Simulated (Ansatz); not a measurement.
**Decaying states in the gap of BaSO**

Wanted: the relaxed cell of BaSO, its band edges and its decay constants. It is built by putting S for part of the O in the BaO2 structure of space group I4/mmm, with the volume rescaled by atomic radii. The parent structure comes from the Materials Project.

Method: PBEsol DFT, plane waves, PAW files, in the first sound run; inputs show where later runs differ, in Ansatz 0.2.0.

The structure was built from a prototype and need not be the compound's stable phase.

## (1) Set-up

Symmetry: I4mm, No. 107, tetragonal system. Conventional cell: a = 4.027 Å, b = 4.027 Å, c = 7.238 Å, α = 90.00°, β = 90.00°, γ = 90.00°. Nearest to Ba lie 5 S at 2.83 to 2.95 Å and 5 O at 2.83 to 2.95 Å. Nearest to O lie 1 S at 1.57 Å and 5 Ba at 2.83 to 2.95 Å. S has 1 O at 1.57 Å nearest. It derives from BaO2. S for part of the O in the BaO2 structure of space group I4/mmm. Farther neighbours and most contacts between anions are not listed.

## (2) Cell and atoms at rest

The substituted atoms don't fit the parent's cell, so cell and atoms relax together. A small smearing keeps the run stable in case the gap closes on the way.

The input, input.yaml:

```yaml
crystal:
  lattice:
    - [-2.0135493273, 2.0135493273, 3.6190231497]
    - [2.0135493273, -2.0135493273, 3.6190231497]
    - [2.0135493273, 2.0135493273, -3.6190231497]
  atoms:
    - { symbol: Ba, position: [0.0, 0.0, 0.0] }
    - { symbol: O, position: [0.39166423, 0.39166423, 0.0] }
    - { symbol: S, position: [0.60833577, 0.60833577, 0.0] }
kpoints:
  mp_grid: { grid: [8, 8, 8] }
scf:
  occupations: { method: gaussian, width: 0.03 }
hamiltonian:
  xc: pbesol
output:
  forces: true
  stress: true
relax:
  f_tol: 0.02
  max_steps: 60
  cell: {}
```

On the command line:

```console
$ ansatz run input.yaml --threads 2 --pin off --max-ram 4096MiB --backend cpu --events-out ev --progress --plain --runs-dir out
```

Numbers of over 12 decimals in the logs are rounded to 6 here.

Log:

```text
Engine: ansatz 0.2.0, x86_64-unknown-linux-gnu
Pseudopotentials: kind: paw
Pseudopotential: Ba, paw, valence charge 10, recommended cutoff 420 eV (normal), Ba.paw.azcp
Pseudopotential: O, paw, valence charge 6, recommended cutoff 420 eV (normal), O.paw.azcp
Pseudopotential: S, paw, valence charge 6, recommended cutoff 420 eV (normal), S.paw.azcp
Functional definition: PBEsol
  exchange = pbesol_x
  correlation = pbesol_c
Crystal: 3 atoms, lattice volume = 58.692 Å³
Basis set: ecut = 420 eV, 1161 PW (Γ), exchange–correlation on 64×64×64 points (8 copies of the dense FFT grid, shifted against one another)
Bands: 15, of which v1, the nominal top of the filled ones, is band 11 counted from 1 (10 counted from 0)
Symmetry: 8 space group operations
Space group: I4mm (ITA 107), of the structure as read, at distance tolerance 3.9e-5 Å
k-points: 59 of 512 (time reversal used)
Non-local potential: Ba, projectors of the file, l = 0: 3, l = 1: 2, l = 2: 2, l = 3: 2
Non-local potential: O, projectors of the file, l = 0: 2, l = 1: 2, l = 2: 1
Non-local potential: S, projectors of the file, l = 0: 2, l = 1: 2, l = 2: 2
PAW form: soft (Blöchl's): semilocal exchange-correlation on the pseudo side does not see the compensation charge
PAW frozen core: Ba, regenerated for the run's functional, and the local potential with it (the file was generated under x = pbe(κ = 0.804, μ = 0.219515), c = pbe(β = 0.066725))
PAW frozen core: O, regenerated for the run's functional, and the local potential with it (the file was generated under x = pbe(κ = 0.804, μ = 0.219515), c = pbe(β = 0.066725))
PAW frozen core: S, regenerated for the run's functional, and the local potential with it (the file was generated under x = pbe(κ = 0.804, μ = 0.219515), c = pbe(β = 0.066725))
PAW one-centre angular grid: Ba, 194 points (default); XC on 64 Gauss nodes
PAW one-centre angular grid: O, 110 points (default); XC on 64 Gauss nodes
PAW one-centre angular grid: S, 110 points (default); XC on 64 Gauss nodes
Initial density: superposition of atomic densities (neutral atoms: chi_scale 0, normalization atom), corrected by the library's trained network
Initial wavefunctions: pseudopotential atomic-orbital guess
Functional: x = pbesol(κ = 0.804, μ = 0.123457), c = pbesol(β = 0.046)
SCF iter   1: F=—  HF=-7310.628970 eV  |F-HF|=—  |Δ(HF+E_count)|=         —  Δρ=1.16e-2  dr2=8.61e-2  ethr=1.77e-3  ⟨swp⟩=8.2  Hψ=6665  notcnv=0
preconditioner: auto → none  [insulator: Δε(μ)=0.169 eV  Ē_g=12.836 eV  σ=0.030 eV  W_gap=1.00  n_scr=14 (ndim 8)  ℏωp=21.7 eV  f_vac=0.002  D(μ)=0.00/eV (n_scr^D=0)  ε∞_Penn≈3.9]
SCF iter   2: F=—  HF=-7310.608271 eV  |F-HF|=—  |Δ(HF+E_count)|=   2.07e-2  Δρ=2.22e-3  dr2=2.39e-3  ethr=3.91e-4  ⟨swp⟩=3.0  Hψ=1964  notcnv=0
SCF iter   3: F=—  HF=-7310.608961 eV  |F-HF|=—  |Δ(HF+E_count)|=   6.89e-4  Δρ=8.99e-4  dr2=3.54e-4  ethr=1.09e-5  ⟨swp⟩=2.3  Hψ=1418  notcnv=0
SCF iter   4: F=—  HF=-7310.609210 eV  |F-HF|=—  |Δ(HF+E_count)|=   2.50e-4  Δρ=1.72e-4  dr2=1.37e-5  ethr=1.61e-6  ⟨swp⟩=2.8  Hψ=1483  notcnv=0
SCF iter   5: F=—  HF=-7310.609210 eV  |F-HF|=—  |Δ(HF+E_count)|=   8.31e-7  Δρ=3.19e-5  dr2=2.94e-7  ethr=6.23e-8  ⟨swp⟩=2.1  Hψ=1331  notcnv=0
SCF iter   6: F=-7310.609210 eV  HF=-7310.609210 eV  |F-HF|=6.97e-9  |Δ(HF+E_count)|=   2.97e-7  Δρ=4.93e-6  dr2=8.26e-9  ethr=4.55e-10  ⟨swp⟩=4.6  Hψ=3199  notcnv=0
SCF 1 converged in 6 iterations: F = -7310.609210 eV  dr2 = 8.26e-9
  greatest PAW one-centre occupation: 0.954 electrons in one spin orbital (limit 2), on the Ba atom at site 0 (counted from 0), in its partial waves of l = 0
relax step   1: F+E_penalty+E_count = -7310.60920991 eV  Δ(F+E_penalty+E_count) = +0.000e0 eV  max|allowed force component| = 3.002e0 eV/Å  Δτ_max = 0.0000 Å  P = +9.894 GPa  Ω = 58.692 Å³  (6 SCF iters, dr2 threshold 1.00e-7 eV, accepted)
Crystal: 3 atoms, lattice volume = 66.521 Å³
Basis set: ecut = 420 eV, 1265 PW (Γ), exchange–correlation on 64×64×64 points (8 copies of the dense FFT grid, shifted against one another)
Initial density: handed on by an earlier stage of this run
Initial wavefunctions: those handed on with the density
iter 1 solved again at ethr=2.80e-4 eV; its pass at ethr=3.10e-3 eV (dr2=6.15e-2 eV) is discarded
SCF iter   1: F=—  HF=-7310.773081 eV  |F-HF|=—  |Δ(HF+E_count)|=         —  Δρ=8.02e-3  dr2=6.23e-2  ethr=2.80e-4  ⟨swp⟩=1.2  Hψ=7558  notcnv=0
preconditioner: auto → none  [insulator: Δε(μ)=0.816 eV  Ē_g=11.264 eV  σ=0.030 eV  W_gap=1.00  n_scr=14 (ndim 8)  ℏωp=19.3 eV  f_vac=0.009  D(μ)=0.00/eV (n_scr^D=0)  ε∞_Penn≈3.9]
SCF iter   2: F=—  HF=-7310.760083 eV  |F-HF|=—  |Δ(HF+E_count)|=   1.30e-2  Δρ=2.80e-3  dr2=3.66e-3  ethr=2.80e-4  ⟨swp⟩=3.1  Hψ=1635  notcnv=0
SCF iter   3: F=—  HF=-7310.759770 eV  |F-HF|=—  |Δ(HF+E_count)|=   3.13e-4  Δρ=1.13e-3  dr2=5.35e-4  ethr=1.67e-5  ⟨swp⟩=2.1  Hψ=1651  notcnv=0
SCF iter   4: F=—  HF=-7310.759961 eV  |F-HF|=—  |Δ(HF+E_count)|=   1.91e-4  Δρ=1.48e-4  dr2=1.31e-5  ethr=2.43e-6  ⟨swp⟩=2.9  Hψ=1520  notcnv=0
SCF iter   5: F=—  HF=-7310.759960 eV  |F-HF|=—  |Δ(HF+E_count)|=   1.17e-6  Δρ=4.23e-5  dr2=1.17e-6  ethr=5.95e-8  ⟨swp⟩=2.2  Hψ=1501  notcnv=0
SCF iter   6: F=-7310.759961 eV  HF=-7310.759961 eV  |F-HF|=1.19e-8  |Δ(HF+E_count)|=   7.37e-7  Δρ=6.38e-6  dr2=2.30e-8  ethr=1.36e-9  ⟨swp⟩=5.2  Hψ=3739  notcnv=0
SCF 2 converged in 6 iterations: F = -7310.759961 eV  dr2 = 2.30e-8
relax step   2: F+E_penalty+E_count = -7310.75996066 eV  Δ(F+E_penalty+E_count) = -1.508e-1 eV  max|allowed force component| = 2.091e0 eV/Å  Δτ_max = 0.0225 Å  P = +0.704 GPa  Ω = 66.521 Å³  energy of the carried Pulay correction = -1.038e-2 eV  (6 SCF iters, dr2 threshold 3.00e-7 eV, accepted)
Crystal: 3 atoms, lattice volume = 65.293 Å³
iter 1 solved again at ethr=1.31e-4 eV; its pass at ethr=3.10e-3 eV (dr2=2.89e-2 eV) is discarded
SCF iter   1: F=—  HF=-7310.847816 eV  |F-HF|=—  |Δ(HF+E_count)|=         —  Δρ=1.06e-2  dr2=3.01e-2  ethr=1.31e-4  ⟨swp⟩=1.2  Hψ=7335  notcnv=0
preconditioner: auto → none  [insulator: Δε(μ)=0.659 eV  Ē_g=12.415 eV  σ=0.030 eV  W_gap=1.00  n_scr=14 (ndim 8)  ℏωp=20.6 eV  f_vac=0.000  D(μ)=0.00/eV (n_scr^D=0)  ε∞_Penn≈3.7]
SCF iter   2: F=—  HF=-7310.841197 eV  |F-HF|=—  |Δ(HF+E_count)|=   6.62e-3  Δρ=3.98e-3  dr2=1.74e-3  ethr=1.31e-4  ⟨swp⟩=2.8  Hψ=1579  notcnv=0
SCF iter   3: F=—  HF=-7310.841232 eV  |F-HF|=—  |Δ(HF+E_count)|=   3.42e-5  Δρ=1.31e-3  dr2=1.47e-4  ethr=7.93e-6  ⟨swp⟩=2.8  Hψ=1492  notcnv=0
SCF iter   4: F=—  HF=-7310.841269 eV  |F-HF|=—  |Δ(HF+E_count)|=   3.76e-5  Δρ=1.26e-4  dr2=3.44e-6  ethr=6.67e-7  ⟨swp⟩=1.2  Hψ=935  notcnv=0
iter 5 did not close the SCF: its close was put off for the readings that it lacked (scf_convergence_deferred on its scf_iter line)
SCF iter   5: F=-7310.841269 eV  HF=-7310.841269 eV  |F-HF|=5.09e-8  |Δ(HF+E_count)|=   9.34e-8  Δρ=1.93e-5  dr2=1.35e-7  ethr=1.56e-8  ⟨swp⟩=2.1  Hψ=1488  notcnv=0
SCF iter   6: F=-7310.841269 eV  HF=-7310.841269 eV  |F-HF|=2.16e-9  |Δ(HF+E_count)|=   4.18e-9  Δρ=4.13e-6  dr2=7.91e-9  ethr=6.16e-10  ⟨swp⟩=3.7  Hψ=3877  notcnv=0
SCF 3 converged in 6 iterations: F = -7310.841269 eV  dr2 = 7.91e-9
relax step   3: F+E_penalty+E_count = -7310.84126929 eV  Δ(F+E_penalty+E_count) = -8.131e-2 eV  max|allowed force component| = 8.415e-1 eV/Å  Δτ_max = 0.0487 Å  P = +0.362 GPa  Ω = 65.293 Å³  energy of the carried Pulay correction = -8.841e-3 eV  (6 SCF iters, dr2 threshold 3.00e-7 eV, accepted)
[... from here on, the SCF cycles and remarks between the steps are left out ...]
relax step   4: F+E_penalty+E_count = -7310.87011353 eV  Δ(F+E_penalty+E_count) = -2.884e-2 eV  max|allowed force component| = 7.616e-2 eV/Å  Δτ_max = 0.0690 Å  P = +0.398 GPa  Ω = 64.770 Å³  energy of the carried Pulay correction = -8.175e-3 eV  (6 SCF iters, dr2 threshold 3.00e-7 eV, accepted)
relax step   5: F+E_penalty+E_count = -7310.87242490 eV  Δ(F+E_penalty+E_count) = -2.311e-3 eV  max|allowed force component| = 6.493e-2 eV/Å  Δτ_max = 0.0130 Å  P = +0.049 GPa  Ω = 65.392 Å³  energy of the carried Pulay correction = -8.967e-3 eV  (6 SCF iters, dr2 threshold 3.00e-7 eV, accepted)
relax step   6: F+E_penalty+E_count = -7310.87313385 eV  Δ(F+E_penalty+E_count) = -7.090e-4 eV  max|allowed force component| = 2.491e-2 eV/Å  Δτ_max = 0.0229 Å  P = +0.018 GPa  Ω = 65.854 Å³  energy of the carried Pulay correction = -9.550e-3 eV  (6 SCF iters, dr2 threshold 2.63e-7 eV, accepted)
relax step   7: F+E_penalty+E_count = -7310.87317089 eV  Δ(F+E_penalty+E_count) = -3.704e-5 eV  max|allowed force component| = 2.901e-3 eV/Å  Δτ_max = 0.0011 Å  P = +0.002 GPa  Ω = 65.846 Å³  energy of the carried Pulay correction = -9.540e-3 eV  (6 SCF iters, dr2 threshold 3.88e-8 eV, accepted)
relax step   8: F+E_penalty+E_count = -7310.89569784 eV  Δ(F+E_penalty+E_count) = -2.253e-2 eV  max|allowed force component| = 5.285e-3 eV/Å  Δτ_max = 0.0000 Å  P = +0.488 GPa  Ω = 65.846 Å³  stress off target by 6.39e-1 GPa  SCF on the basis re-selected at this cell (its energy is not comparable with the rows above)  (7 SCF iters)
relax step   9: F+E_penalty+E_count = -7310.89620710 eV  Δ(F+E_penalty+E_count) = -5.093e-4 eV  max|allowed force component| = 1.264e-2 eV/Å  Δτ_max = 0.0119 Å  P = -0.034 GPa  Ω = 66.818 Å³  energy of the carried Pulay correction = -1.455e-3 eV  (6 SCF iters, dr2 threshold 3.00e-7 eV, accepted)
relax step  10: F+E_penalty+E_count = -7310.89619184 eV  Δ(F+E_penalty+E_count) = +1.525e-5 eV  max|allowed force component| = 7.365e-3 eV/Å  Δτ_max = 0.0044 Å  P = +0.031 GPa  Ω = 66.827 Å³  energy of the carried Pulay correction = -1.490e-3 eV  (6 SCF iters, dr2 threshold 7.20e-9 eV, accepted)
relax step  11: F+E_penalty+E_count = -7310.89620207 eV  Δ(F+E_penalty+E_count) = -1.022e-5 eV  max|allowed force component| = 1.185e-3 eV/Å  Δτ_max = 0.0015 Å  P = -0.003 GPa  Ω = 66.834 Å³  energy of the carried Pulay correction = -1.491e-3 eV  (6 SCF iters, dr2 threshold 8.41e-9 eV, accepted)
iter 1 solved again at ethr=4.95e-7 eV; its pass at ethr=3.10e-3 eV (dr2=1.09e-4 eV) is discarded
SCF iter   1: F=—  HF=-7310.897768 eV  |F-HF|=—  |Δ(HF+E_count)|=         —  Δρ=1.16e-4  dr2=9.88e-7  ethr=4.95e-7  ⟨swp⟩=3.1  Hψ=8858  notcnv=0
SCF iter   2: F=—  HF=-7310.897795 eV  |F-HF|=—  |Δ(HF+E_count)|=   2.70e-5  Δρ=5.39e-5  dr2=1.66e-7  ethr=4.49e-9  ⟨swp⟩=2.0  Hψ=1500  notcnv=0
SCF iter   3: F=—  HF=-7310.897805 eV  |F-HF|=—  |Δ(HF+E_count)|=   9.13e-6  Δρ=1.17e-5  dr2=1.12e-8  ethr=7.54e-10  ⟨swp⟩=2.3  Hψ=1245  notcnv=0
SCF iter   4: F=—  HF=-7310.897805 eV  |F-HF|=—  |Δ(HF+E_count)|=   4.32e-7  Δρ=1.09e-6  dr2=2.90e-10  ethr=5.10e-11  ⟨swp⟩=2.0  Hψ=1479  notcnv=0
iter 5 did not close the SCF: its close was put off for the readings that it lacked (scf_convergence_deferred on its scf_iter line)
SCF iter   5: F=-7310.897805 eV  HF=-7310.897805 eV  |F-HF|=8.91e-11  |Δ(HF+E_count)|=   2.43e-9  Δρ=2.83e-7  dr2=2.48e-11  ethr=1.32e-12  ⟨swp⟩=2.1  Hψ=1338  notcnv=0
SCF iter   6: F=-7310.897805 eV  HF=-7310.897805 eV  |F-HF|=1.82e-12  |Δ(HF+E_count)|=  9.09e-11  Δρ=7.06e-8  dr2=1.98e-12  ethr=1.00e-12  ⟨swp⟩=4.2  Hψ=3976  notcnv=0
SCF 12 converged in 6 iterations: F = -7310.897805 eV  dr2 = 1.98e-12
relax step  12: F+E_penalty+E_count = -7310.89780497 eV  Δ(F+E_penalty+E_count) = -1.603e-3 eV  max|allowed force component| = 1.034e-3 eV/Å  Δτ_max = 0.0000 Å  P = +0.007 GPa  Ω = 66.834 Å³  stress off target by 1.73e-2 GPa  SCF on the basis re-selected at this cell (its energy is not comparable with the rows above)  (6 SCF iters)
basis re-selected at this cell: Δ(F+E_penalty+E_count) = -1.603e-3 eV, ΔP = +0.009 GPa vs the last step (what re-selecting the basis moved, of the pressure what is left beyond the Pulay correction that the steps carried, after the strain that the cell walked since its last selection, with what the two solves' SCF thresholds leave and, on support functions, any second-order correction that the steps lacked; it is no m [...]
SCF converged after 6 iterations
Free energy (F): -7310.897805 eV
Harris-Foulkes:  -7310.897805 eV  (|F-HF|=1.82e-12)
Internal energy: -7310.897805 eV  (E = F + TS)
E sigma→0 (E₀):  -7310.897805 eV
Fermi energy:    8.237090 eV
--- Per-component energies (eV) ---
  E_band       = -51.719944
  E_kinetic    = 452.593045
  E_local      = -803.826509  (includes V_loc(G=0)·N_el)
  E_nonlocal   = 135.229267
  E_hartree    = 279.879325
  E_xc         = -337.202263
  E_vxc        = -318.250715  (∫ρ·V_xc dr)
  E_paw        = -5876.635177  (= ΣΔE_a)
  E_vpaw       = -77.226053  (= ΣTr[D̂ρ^β])
  E_aug_tail   = 0.002384  (compensation charges beyond the density's cutoff)
  E_ewald      = -1161.186547
  E_core_change = 0.248670  (= ΣΔE_core)
  E_smearing   = -0.000000  (= −TS)
  E_closure    = -0.000000  (closes the sum)
  Σ components = -7310.897805   (vs F -7310.897805, Δ=0.00e0)
--- Forces (eV/Å), atoms counted from 1 ---
  atom   1  Ba     0.00000000     0.00000000    -0.00011472
  atom   2  O      0.00000000     0.00000000     0.00103423
  atom   3  S     -0.00000000    -0.00000000    -0.00091823
  max |Σ_I F_I| component: 1.27e-6 eV/Å
--- Stress (GPa, compression-positive) ---
        0.017260       0.000000       0.000000
        0.000000       0.017260       0.000000
        0.000000       0.000000      -0.014092
  P = ⅓ Tr σ = 0.0068 GPa (0.068 kbar)
--- Relaxed structure (10 steps of the walk, 10 accepted, 2 SCFs on fresh bases) ---
  F+E_penalty+E_count = -7310.89780497 eV   max|allowed force component| = 1.034e-3 eV/Å   (the final SCF, on the basis selected at the relaxed cell)
  cell:  # Å, volume = 66.8341 Å³
    - [-2.146221, 2.146221, 3.627345]
    - [2.146221, -2.146221, 3.627345]
    - [2.146221, 2.146221, -3.627345]
  atoms:
    - { symbol: Ba, position: [0.025437, 0.025437, 0] }
    - { symbol: O, position: [0.372267, 0.372267, 0] }
    - { symbol: S, position: [0.602296, 0.602296, 0] }
```

The job ended after 13 s (2 threads of AMD EPYC 9R45, shared host; peak memory 0.47 GiB; 25 s of CPU time).

Relaxation path:

| step | energy less that of the first step (eV) | largest force component (eV/Å) | pressure (GPa) | volume (Å³) |
| --- | --- | --- | --- | --- |
| 1 | 0.0000 | 3.0024 | 9.89 | 58.69 |
| 2 | -0.1508 | 2.0906 | 0.70 | 66.52 |
| 3 | -0.2321 | 0.8415 | 0.36 | 65.29 |
| 4 | -0.2609 | 0.0762 | 0.40 | 64.77 |
| 5 | -0.2632 | 0.0649 | 0.05 | 65.39 |
| 6 | -0.2639 | 0.0249 | 0.02 | 65.85 |
| 7 | -0.2640 | 0.0029 | 0.00 | 65.85 |
| 8* | -0.2865 | 0.0053 | 0.49 | 65.85 |
| 9 | -0.2870 | 0.0126 | -0.03 | 66.82 |
| 10 | -0.2870 | 0.0074 | 0.03 | 66.83 |
| 11 | -0.2870 | 0.0012 | 0.00 | 66.83 |
| 12* | -0.2886 | 0.0010 | 0.01 | 66.83 |

Relaxation steps marked * repeat the geometry before them on a plane-wave basis chosen anew for their cell, so energy and pressure can jump there.

Forces are held to the 8 operations that the run works with; a distortion that breaks them can't arise in this run.

| conventional cell, symmetrised | before | after | change |
| --- | --- | --- | --- |
| a (Å) | 4.027 | 4.292 | +6.6 % |
| b (Å) | 4.027 | 4.292 | +6.6 % |
| c (Å) | 7.238 | 7.255 | +0.2 % |
| volume (Å³/atom) | 19.56 | 22.28 | +13.9 % |

The atoms that moved most (Å, as changes of fractional coordinates times the final cell):

| atom | dx | dy | dz | length |
| --- | --- | --- | --- | --- |
| Ba1 | 0.000 | 0.000 | 0.185 | 0.185 |
| O2 | 0.000 | 0.000 | -0.141 | 0.141 |
| S3 | 0.000 | 0.000 | -0.044 | 0.044 |

Final coordinates:

```cif
data_structure
_symmetry_space_group_name_H-M 'P 1'
_symmetry_Int_Tables_number 1
_cell_length_a 4.7297
_cell_length_b 4.7297
_cell_length_c 4.7297
_cell_angle_alpha 126.028
_cell_angle_beta 126.028
_cell_angle_gamma 79.842
_cell_volume 66.83
loop_
_atom_site_label
_atom_site_type_symbol
_atom_site_fract_x
_atom_site_fract_y
_atom_site_fract_z
_atom_site_occupancy
Ba1 Ba 0.02544 0.02544 0.00000 1
O2 O 0.37227 0.37227 0.00000 1
S3 S 0.60230 0.60230 0.00000 1
```

Numbers from this step:

| Property | Result |
| --- | --- |
| free energy | -7310.8978 eV |
| Fermi energy | 8.237 eV |
| pressure | 0.006809 GPa |

The largest force component on a free atom ends at 0.0010 eV/Å.

## (3) Band edges

The energy window and the wavevectors of the next steps follow from the band edges, so these are searched first, off the mesh as well.

The input, input.yaml:

```yaml
crystal:
  lattice:
    - [-2.1462212975, 2.1462212975, 3.6273445071]
    - [2.1462212975, -2.1462212975, 3.6273445071]
    - [2.1462212975, 2.1462212975, -3.6273445071]
  atoms:
    - { symbol: Ba, position: [0.0254372793, 0.0254372793, 0.0] }
    - { symbol: O, position: [0.3722671397, 0.3722671397, 0.0] }
    - { symbol: S, position: [0.602295581, 0.602295581, 0.0] }
kpoints:
  mp_grid: { grid: [8, 8, 8] }
  band_path: { path: [VBM, CBM], npoints: 30 }
scf:
  occupations: { method: fixed }
hamiltonian:
  xc: pbesol
output:
  eigenvalues: true
  write_potential: true
  write_density: true
  volumetric_format: npy
```

Log:

```text
[...]
Crystal: 3 atoms, lattice volume = 66.834 Å³
Basis set: ecut = 420 eV, 1293 PW (Γ)
Bands: 15, of which v1, the nominal top of the filled ones, is band 11 counted from 1 (10 counted from 0)
Symmetry: 8 space group operations
[...]
k-points: 59 of 512 (time reversal used)
[...]
SCF iter   1: F=—  HF=-7310.907694 eV  |F-HF|=—  |Δ(HF+E_count)|=         —  Δρ=8.82e-3  dr2=4.78e-2  ethr=1.77e-3  ⟨swp⟩=4.5  Hψ=4748  notcnv=0  defer=109
[...]
SCF iter   7: F=-7310.897832 eV  HF=-7310.897832 eV  |F-HF|=4.23e-9  |Δ(HF+E_count)|=   1.55e-7  Δρ=2.67e-6  dr2=2.68e-9  ethr=4.55e-10  ⟨swp⟩=5.5  Hψ=4309  notcnv=0
SCF 1 converged in 7 iterations: F = -7310.897832 eV  dr2 = 2.68e-9
[...]
NSCF: frozen V_eff on 30 k-points
[...]
SCF converged after 7 iterations
Free energy (F): -7310.897832 eV
[...]
Internal energy: -7310.897832 eV  (E = F + TS)
E sigma→0 (E₀):  -7310.897832 eV
Fermi energy:    7.784624 eV
[...]
--- Band table (eV; the first three rows and the last of 59) ---
  k-point 0: bands = [... 7 lower, 3.7569, 3.7569, 6.4315, 6.4315, 9.7211, 9.8506, 11.7298, 12.0987]
  k-point 1: bands = [... 7 lower, 3.3809, 3.7420, 6.2479, 6.4822, 10.2902, 10.3041, 12.0489, 12.6237]
  k-point 2: bands = [... 7 lower, 3.0029, 3.7353, 5.8951, 6.9259, 10.6382, 11.6936, 12.2875, 13.0564]
  k-point 58: bands = [... 7 lower, 3.6811, 3.6811, 7.7846, 7.7846, 8.6888, 9.7867, 12.3442, 13.6660]
```

Wall time 2.6 s (2 threads); peak memory 0.43 GiB.

Reading the cycles: dr2 is the Hartree energy of the density residual (eV), the measure of convergence; HF is the Harris–Foulkes estimate of the energy, which meets the free energy F at convergence.

This step gave:

```yaml
fermi_energy: 7.785 eV
gap_on_the_k_mesh: 0.9042 eV
gap_on_path: 0.9042 eV, by band count; negative where bands overlap
direct_gap_on_path: 0.9042 eV
edge_places_on_path: 0, 0 1/A along the path
```

Levels at VBM (eV): -5.40, -4.10, -4.10, 0.00, 0.00, 0.90, 2.00, 4.56, 5.88.

The searched edges give 0.904 eV, as on the mesh.

(Continued in part 2 of 3.)

[Logs are printed without paths, hosts, clocks, repeated set-up lines and the standing remarks that a program may print on its own settings, such as how far it seeks lower states.]

[Hosts, paths, dates, database ids (printed as entryN), source tags and the programs' standing remarks are cut or masked in the printed files.]
